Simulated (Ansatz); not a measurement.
# H-SiC-F chair monolayer in a perpendicular field, part 2 of 2

What dipole does a perpendicular field induce in the H-SiC-F chair monolayer, and does the gap follow? A positive field points along +c.

Ansatz 0.2.0; plane-wave DFT, PBE-D3(BJ), Ansatz PAW.

So far, gap on the k-mesh (eV): step 2 (relaxation) 2.69.

## 3. Atoms held, field 0

A sawtooth potential applies the field, turning back in the middle of the vacuum. With the dipole correction the typed value is the field outside the slab. The induced dipole is small, so the SCF threshold is tight.

The cell differs from the one that the last finished run ended in (c 37.773 → 21.515 Å).

Contents of input.yaml:

```yaml
crystal:
  lattice:
    - [3.143553767, 0.0, 0.0]
    - [-1.5717768835, 2.7223974203, 0.0]
    - [0.0, 0.0, 21.5145593586]
  atoms:
    - { symbol: F, position: [0.6666666667, 0.3333333333, 0.4183213725] }
    - { symbol: C, position: [0.6666666667, 0.3333333333, 0.4846482638] }
    - { symbol: Si, position: [0.3333333333, 0.6666666667, 0.5120420562] }
    - { symbol: H, position: [0.3333333333, 0.6666666667, 0.5816786275] }
kpoints:
  mp_grid: { grid: [18, 18, 1] }
  band_path:
    path: [[0, 0, 0], [0.5, 0, 0], [0.33333333, 0.33333333, 0], [0, 0, 0]]
    npoints: 16
hamiltonian:
  xc: pbe
  dispersion: d3bj
scf:
  occupations: { method: fermi_dirac, width: 0.02585 }
  convergence: { dr2_threshold: 1.0e-10 }
efield:
  axis: 3
  dipole_correction: true
  ramp_position: 0.97
  ramp_width: 0.06
  amplitude: 0
output:
  dos: { projected: true, e_range: [-6, 5] }
  write_potential: true
  write_density: true
  volumetric_format: npy
  elf: true
```

Run with:

```sh
$ ansatz run input.yaml --threads 2 --pin off --max-ram 3072MiB --backend cpu --events-out ev --progress --plain --runs-dir out
```

Numbers of over 12 decimals in the logs are rounded to 6 here.

Log:

```text
[...]
Crystal: 4 atoms, lattice volume = 184.122 Å³
Basis set: ecut = 420 eV, 3587 PW (Γ)
Bands: 12, of which v1, the nominal top of the filled ones, is band 8 counted from 1 (7 counted from 0)
Symmetry: 6 space group operations
[...]
k-points: 37 of 324 (time reversal used)
[...]
SCF iter   1: F=—  HF=-1710.097036 eV  |F-HF|=—  |Δ(HF+E_count)|=         —  Δρ=3.98e-3  dr2=4.41e-2  ethr=1.77e-3  p=0.095 e·Å  D=9.37e-2 V/Å  ΔV_dip=-2.02 eV  dr2_dipole=4.30e-3  V_vac-E_F(+/−)=3.71/5.73 eV  ⟨swp⟩=8.6  Hψ=3749  notcnv=0
efield: sawtooth ramp at fractional position 0.9700 (set: `efield.ramp_position`, or a place that a band, a saddle search or an elastic batch's reference lends), width 0.0600; the density the first Hamiltonian is built on has a dipole p = 0.095 e·Å; the dipole correction subtracts the counter field D = 9.37e-2 V/Å, which shifts the + side's vacuum level by -2.02 eV against the − side's; the planar-averaged density in the ramp window peaks in size at 1.0e-5 e/Å³
[...]
SCF iter   2: F=—  HF=-1710.104545 eV  |F-HF|=—  |Δ(HF+E_count)|=   7.51e-3  Δρ=5.61e-3  dr2=7.96e-2  ethr=2.76e-4  p=0.142 e·Å  D=1.40e-1 V/Å  ΔV_dip=-3.01 eV  dr2_dipole=1.10e-2  V_vac-E_F(+/−)=3.36/6.36 eV  ⟨swp⟩=3.5  Hψ=1290  notcnv=0
[...]
SCF iter  10: F=-1710.088522 eV  HF=-1710.088522 eV  |F-HF|=3.41e-12  |Δ(HF+E_count)|=  4.63e-10  Δρ=4.13e-8  dr2=2.44e-12  ethr=1.00e-12  p=0.113 e·Å  D=1.11e-1 V/Å  ΔV_dip=-2.39 eV  dr2_dipole=1.95e-16  V_vac-E_F(+/−)=3.82/6.21 eV  ⟨swp⟩=5.2  Hψ=1535  notcnv=0
SCF 1 converged in 10 iterations: F = -1710.088522 eV  dr2 = 2.44e-12
[...]
NSCF: frozen V_eff on 49 k-points
efield: sawtooth ramp at fractional position 0.9700 (kept from the solve that this one continues, or follows in the run), width 0.0600; the density the first Hamiltonian is built on has a dipole p = 0.113 e·Å; the dipole correction subtracts the counter field D = 1.11e-1 V/Å, which shifts the + side's vacuum level by -2.39 eV against the − side's; the planar-averaged density in the ramp window peaks in size at 6.0e-6 e/Å³
[...]
SCF converged after 10 iterations
Free energy (F): -1710.088522 eV
[...]
Internal energy: -1710.088522 eV  (E = F + TS)
E sigma→0 (E₀):  -1710.088522 eV
Fermi energy:    -2.550751 eV
Dipole field:    D = 0.110871 V/Å  (p = 0.112814 e·Å, saw-weighted, corrected)
Work function:   Φ+ = 3.8219 eV   Φ− = 6.2073 eV
Levels:          The Fermi level and band energies are counted from a zero that moves with the ramp; work functions are not
[...]
--- Band table (eV; the first three rows and the last of 37) ---
  k-point 0: bands = [... 4 lower, -8.1933, -8.1157, -3.9079, -3.9079, -1.2190, 0.6516, 1.7931, 2.8768]
  k-point 1: bands = [... 4 lower, -8.2103, -8.0558, -4.1112, -3.9603, -1.0948, 0.7261, 1.8589, 2.9262]
  k-point 2: bands = [... 4 lower, -8.2592, -7.9969, -4.6007, -4.1013, -0.8140, 0.9092, 2.0360, 2.6359]
  k-point 36: bands = [... 4 lower, -9.8376, -8.4387, -6.7810, -5.8105, 1.0654, 1.0750, 3.9158, 5.0383]
```

Run time: 6.5 s. Hardware: 2 threads of Intel Xeon Platinum 8375C at 2.90GHz (Ice Lake), shared host; peak memory 0.5 GiB.

Numbers from this step:

```
dipole along the normal            : 0.1128 e·Å
gap along the path                 : 2.689 eV
smallest direct gap along the path : 2.689 eV
step between the vacuum levels     : -2.385 eV
ionisation energy, upper face      : 5.179 eV
electron affinity, upper face      : 2.490 eV
ionisation energy, lower face      : 7.564 eV
gap, the smaller of path and mesh  : 2.689 eV
```

Running mean over a fixed 2.5 Å (it still follows the layers) of the planar mean; the ramp of the sawtooth is left out. The electron's electrostatic potential energy less the Fermi level by z:

z (Å), electron's electrostatic potential energy less the Fermi level (eV) and a bar from the least value:
```
     2.99       6.21 ##############################
     3.44       6.21 ##############################
     3.88       6.21 ##############################
     4.18       6.21 ##############################
     4.63       6.21 ##############################
     5.08       6.21 ##############################
     5.53       6.21 ##############################
     5.98       6.21 ##############################
     6.28       6.20 ##############################
     6.72       6.18 ##############################
     7.17       6.03 ##############################
     7.62       5.05 ############################
     8.07       3.55 #########################
     8.52       2.33 ######################
     8.81       1.16 ####################
     9.26      -2.04 #############
     9.71      -5.89 ######
    10.16      -8.26 #
    10.61      -8.74 
    10.91      -8.64 
    11.35      -8.13 #
    11.80      -5.66 ######
    12.25      -2.15 #############
    12.70       0.77 ###################
    13.00       1.97 #####################
    13.45       2.77 #######################
    13.89       3.40 ########################
    14.34       3.73 #########################
    14.79       3.80 #########################
    15.24       3.82 #########################
    15.54       3.82 #########################
    15.99       3.82 #########################
    16.43       3.82 #########################
    16.88       3.82 #########################
    17.33       3.82 #########################
    17.63       3.82 #########################
    18.08       3.82 #########################
    18.53       3.82 #########################
```

The density of states has structure finer than the step of the table below, so its rows give means over 0.25 eV, whole bins alone (the curve runs from -6 to 3.32 eV). Peaks (eV: height): -5.890: 10.1, -5.420: 6.78, -3.710: 7.76, -3.270: 7.57, 2.990: 2.46.

The density of states by energy, zero at the Fermi level of the run, which the smearing sets inside the gap; means over each step:

```csv
energy (eV),density of states (states/eV a cell)
-5.75,4.09
-5.50,2.92
-5.25,0.00677
-5.00,0
-4.75,0
-4.50,0
-4.25,0.257
-4.00,0.925
-3.75,3.29
-3.50,1.13
-3.25,2.31
-3.00,1.48
-2.75,1.42
-2.50,1.69
-2.25,1.02
-2.00,0.792
-1.75,0.651
-1.50,0.542
-1.25,0.0191
-1.00,0
-0.75,0
-0.50,0
-0.25,0
0.00,0
0.25,0
0.50,0
0.75,0
1.00,0
1.25,0.0104
1.50,0.210
1.75,0.289
2.00,0.659
2.25,1.97
2.50,1.64
2.75,1.59
3.00,1.77
```

Projected DOS per atom over height of the atomic layer and energy from the Fermi level. Layers: F C Si H from below.

Ten even steps from '_' (0.00 states/eV) to '@' (2.14 states/eV), each cell a mean:
```
__::..__
__::::__
__::--__
________
________
________
________
________
________
________
________
__..____
....____
::::..__
::::..__
--......
++..::::
..______
________
________
....::::
@@::----
```
Columns: height of the atomic layer (Å) from 9 to 12.5 (not evenly spaced); rows upwards: energy from the Fermi level (eV) from -5.96 to 3.31.

Electronic bands along the path, in eV, zero at the Fermi level of the run, which the smearing sets inside the gap:

```csv
point,band 5,band 6,band 7,band 8,band 9,band 10,band 11,band 12
Γ,-5.64,-5.56,-1.36,-1.36,1.33,3.20,4.34,5.43
halfway,-5.92,-5.44,-3.36,-2.05,2.31,3.74,4.67,5.56
M,-6.20,-5.99,-3.71,-2.53,2.04,2.83,5.89,7.46
halfway,-6.78,-5.93,-3.86,-3.16,2.73,3.96,6.25,6.36
K,-7.29,-5.89,-4.23,-3.26,3.62,3.63,6.47,7.59
halfway,-6.25,-5.45,-3.42,-2.69,2.80,4.11,5.21,5.98
Γ,-5.64,-5.56,-1.36,-1.36,1.33,3.20,4.34,5.43
```

The electronic bands as a text plot (rows in eV, shown from -7.7 to 5.0 only):

```
    4.8 |   +++++++++++++                      ++++   +++++++
    4.2 |+++                        +++     +++    ++++      ++++
    3.7 |    +++++++++++          ++   +++++           ++++++
    3.2 |++++           ++++   +++   +++  ++++++++++         ++++
    2.6 |                   +++  ++++               +++++
    2.1 |      ++++++++++++++++++                        +++
    1.6 |++++++                                             +++++
    1.0 |
    0.5 |
    0.0 |
   -0.6 |
   -1.1 |
   -1.6 |********                                         *******
   -2.1 |    **  ********                              ******
   -2.7 |      **        *********                 ****  *
   -3.2 |        ***              ***************** *****
   -3.7 |           *****************          *****
   -4.3 |                            **********
   -4.8 |
   -5.3 |*************                           ****************
   -5.9 |****************************************     ***********
   -6.4 |      ****      **********              ***** *****
   -6.9 |          **              ****        **  ****
   -7.5 |            ******************************
         Γ                   M           K                      Γ
```

Valence density in the ca plane at fractional y = 0.333, with atoms of F and C within 0.2 Å of it. It is the smooth field of the valence electrons, not physical close to the nuclei.

Ten steps, logarithmic in the rise over the least value, from '0' (0 e/Å³) to '9' (11 e/Å³), each cell a mean:
```
00000000000000000013443344321000000000000000
00000000000000000036875555421000000000000000
00000000000000000147996555421000000000000000
00000000000000000036875455421000000000000000
00000000000000000012432344321100000000000000
00000000000000000000111223221110000000000000
00000000000000000000000122221110000000000000
00000000000000000001111233321110000000000000
```
Columns run along c (16.0 Å, from fractional 0.08 to 0.82 of the cell), rows up along a (3.1 Å). Atoms in or near the plane, at fractional coordinates: F at (0.42, 0.67), C at (0.48, 0.67).

Electrostatic potential energy in the ca plane at fractional y = 0.333, with atoms of F and C within 0.2 Å of it. With pseudopotentials it is smooth inside the atoms' cores, unlike the true potential.

Ten even steps from '0' (-38 eV) to '9' (3 eV), each cell a mean:
```
99999999999999999999778766788999999999999999
99999999999999999993004101588999999999999999
99999999999999999981001000488999999999999999
99999999999999999994015201688999999999999999
99999999999999999999888766788999999999999999
99999999999999999999999876678899999999999999
99999999999999999999999876567899999999999999
99999999999999999999999877678899999999999999
```
Columns run along c (16.0 Å, from fractional 0.08 to 0.82 of the cell; values clipped at the 3rd and 97th percentile), rows up along a (3.1 Å). Atoms in or near the plane, at fractional coordinates: F at (0.42, 0.67), C at (0.48, 0.67).

ELF in the ca plane at fractional y = 0.333, with atoms of F and C within 0.2 Å of it. It is the smooth field of the valence electrons, not physical close to the nuclei.

Ten even steps from '0' (0.00) to '9' (0.89), each cell a mean:
```
00000000000037873389952122100000000000000000
00000000000158987547741000000000000000000000
00000000000158767612541000000000000000000000
00000000000148987567851000000000000000000000
00000000000036863389952233200000000000000000
00000000000001210267643588631000000000000000
00000000000000000135434799851000000000000000
00000000000002320268743577520000000000000000
```
Columns run along c (16.0 Å, from fractional 0.18 to 0.92 of the cell), rows up along a (3.1 Å). Atoms in or near the plane, at fractional coordinates: F at (0.42, 0.67), C at (0.48, 0.67).

The gap is 2.69 eV, with the valence edge 5.18 eV and the conduction edge 2.49 eV under the upper vacuum level.

## 4. Atoms held, field 0.1 V/Å

input.yaml: that of step 3 with these lines changed.

```diff
@@ -26,5 +26,4 @@
   ramp_width: 0.06
-  amplitude: 0
+  amplitude: 0.1
 output:
-  dos: { projected: true, e_range: [-6, 5] }
   write_potential: true
@@ -32,2 +31 @@
   volumetric_format: npy
-  elf: true
```

Log:

```text
[...]
Crystal: 4 atoms, lattice volume = 184.122 Å³
Basis set: ecut = 420 eV, 3587 PW (Γ)
Bands: 12, of which v1, the nominal top of the filled ones, is band 8 counted from 1 (7 counted from 0)
Symmetry: 6 space group operations
[...]
k-points: 37 of 324 (time reversal used)
[...]
--- Band table (eV; the first three rows and the last of 37) ---
  k-point 0: bands = [... 4 lower, -8.2181, -8.0983, -3.9147, -3.9147, -1.2165, 0.8293, 2.2336, 2.8748]
  k-point 1: bands = [... 4 lower, -8.2349, -8.0444, -4.1183, -3.9671, -1.0911, 0.9039, 2.2995, 2.9325]
  k-point 2: bands = [... 4 lower, -8.2835, -7.9829, -4.6090, -4.1084, -0.8080, 1.0827, 2.4523, 2.6769]
  k-point 36: bands = [... 4 lower, -9.8557, -8.4411, -6.7994, -5.8087, 1.0756, 1.0965, 3.9485, 5.0448]
[key lines of the parts left out:]
SCF converged after 12 iterations
Free energy (F): -1710.100656 eV
Fermi energy:    -2.552863 eV
Dipole field:    D = 0.127618 V/Å  (p = 0.129854 e·Å, saw-weighted, corrected)
```

Run time: 6.8 s. Hardware: 2 threads; peak memory 0.46 GiB; 13 s of CPU time.

The dipole is 0.130 e·Å, 0.0170 e·Å from its value without field, and the gap 2.698 eV.

## 5. Single point, field -0.1 V/Å

input.yaml: that of step 4 with these lines changed.

```diff
@@ -26,3 +26,3 @@
   ramp_width: 0.06
-  amplitude: 0.1
+  amplitude: -0.1
 output:
```

Log:

```text
[...]
Crystal: 4 atoms, lattice volume = 184.122 Å³
Basis set: ecut = 420 eV, 3587 PW (Γ)
Bands: 12, of which v1, the nominal top of the filled ones, is band 8 counted from 1 (7 counted from 0)
Symmetry: 6 space group operations
[...]
k-points: 37 of 324 (time reversal used)
[...]
--- Band table (eV; the first three rows and the last of 37) ---
  k-point 0: bands = [... 4 lower, -8.1692, -8.1333, -3.9017, -3.9017, -1.2243, 0.4441, 1.3756, 2.7122]
  k-point 1: bands = [... 4 lower, -8.1863, -8.0656, -4.1045, -3.9539, -1.1017, 0.5182, 1.4421, 2.7778]
  k-point 2: bands = [... 4 lower, -8.2356, -8.0106, -4.5929, -4.0947, -0.8237, 0.7062, 1.6223, 2.6059]
  k-point 36: bands = [... 4 lower, -9.8200, -8.4372, -6.7630, -5.8122, 1.0529, 1.0543, 3.8806, 5.0316]
[key lines of the parts left out:]
SCF converged after 12 iterations
Free energy (F): -1710.078095 eV
Fermi energy:    -2.550290 eV
Dipole field:    D = 0.094079 V/Å  (p = 0.095727 e·Å, saw-weighted, corrected)
```

Wall time 6.9 s (2 threads); peak memory 0.47 GiB; 13 s of CPU time.

The dipole is 0.0957 e·Å, -0.0171 e·Å from its value without field, and the gap 2.677 eV.

## 6. Response, atoms held

This step: plane-wave DFT, PBE-D3(BJ), Ansatz PAW; response to a field along the normal, atoms held (Ansatz 0.2.0).

The dipoles give the slope, and the difference of two potentials shows where the field is screened.

This step gave:

```
equivalent conductor thickness p/(ε₀AE) : 3.608 Å
distance between the outer atoms        : 3.515 Å
```

Table of dipole of the cell by applied field:

```csv
applied field (V/Å),dipole of the cell (e·Å)
-0.1000,0.0957
0.0000,0.113
0.1000,0.130
```

Local field over the applied field, running mean. From the potentials at -0.1 and 0.1 V/Å; running mean over 2.5 Å. Local field over applied field against z:

```csv
z (Å),local field over applied field
4.5,1.000
5.0,1.000
5.5,1.000
6.0,0.998
6.5,0.992
7.0,0.966
7.5,0.888
8.0,0.767
8.5,0.630
9.0,0.491
9.5,0.330
10.0,0.222
10.5,0.196
11.0,0.183
11.5,0.193
12.0,0.306
12.5,0.461
13.0,0.598
13.5,0.747
14.0,0.880
14.5,0.955
15.0,0.985
15.5,0.996
16.0,0.999
16.5,1.000
17.0,1.000
```

Electrons, planar mean, per unit field. The induced electron density by z:

```csv
z (Å),induced electron density (e/Å³ per V/Å)
4.03,-6.4e-9
4.33,1.6e-8
4.78,5.2e-8
5.08,1.7e-7
5.53,9.0e-7
5.83,2.3e-6
6.28,1.0e-5
6.57,2.6e-5
6.87,6.9e-5
7.32,2.8e-4
7.62,6.5e-4
8.07,0.00208
8.37,0.00359
8.81,0.00208
9.11,7.5e-4
9.41,8.8e-4
9.86,1.3e-4
10.16,0.00219
10.61,0.00186
10.91,-0.00229
11.35,-0.00209
11.65,4.5e-4
12.10,2.9e-4
12.40,-0.00209
12.70,-0.00374
13.15,-0.00285
13.45,-0.00180
13.89,-7.6e-4
14.19,-4.0e-4
14.64,-1.4e-4
14.94,-6.7e-5
15.24,-3.1e-5
15.69,-9.9e-6
15.99,-4.5e-6
16.43,-1.1e-6
16.73,-3.8e-7
17.18,-3.4e-7
17.48,-2.4e-7
```

The smaller of the gaps on the path and on the k-mesh, counted as 0 under 0.03 eV. Table of gap by applied field:

```csv
applied field (V/Å),gap (eV)
-0.1000,2.68
0.0000,2.69
0.1000,2.70
```

By hand: between -0.1 and 0.1 V/Å the dipole changes by 0.03413 e·Å, a slope of 0.1706 e·Å²/V. A perfect conductor of thickness t has p = ε₀AEt, so t = 180.95 × 0.1706 / 8.558 = 3.61 Å (e/ε₀ = 180.95 V·Å, A in Å²).

The induced dipole is that of a conductor 3.61 Å thick.

## 7. Outcome

| Quantity | Value |
| --- | --- |
| gap without field | 2.69 eV |
| ionisation energy, upper face | 5.18 eV |
| electron affinity, upper face | 2.49 eV |
| step between the vacuum levels | -2.39 eV |
| equivalent conductor thickness, atoms held | 3.61 Å |

The induced dipole equals that of a perfect conductor 3.61 Å thick, while the outer atoms lie 3.51 Å apart; an out-of-plane ε follows only once a thickness t is chosen, by 1 − 1/ε = 3.61 Å / t. The two faces differ: the vacuum level above lies 2.39 eV lower than the one below. The gap goes from 2.69 eV to 2.68 eV at -0.1 V/Å. Semilocal functionals give gaps that are too small, and excitons are not included.

[Logs are printed without paths, hosts, clocks, repeated set-up lines and the standing remarks that a program may print on its own settings, such as how far it seeks lower states.]

[Hosts, paths, dates, database ids (printed as entryN), source tags and the programs' standing remarks are cut or masked in the printed files.]

[Maps of the electrostatic potential energy from Ansatz leave out the sawtooth potential of an applied field or a dipole correction, so their vacuum need not be flat; planar profiles and work functions include it.]

[The density of states shown here was stored with 400 of the rows of the run's finer table, so its peaks can read low, often by over a quarter, or be missed, and its means over a window can be off by a tenth or more.]
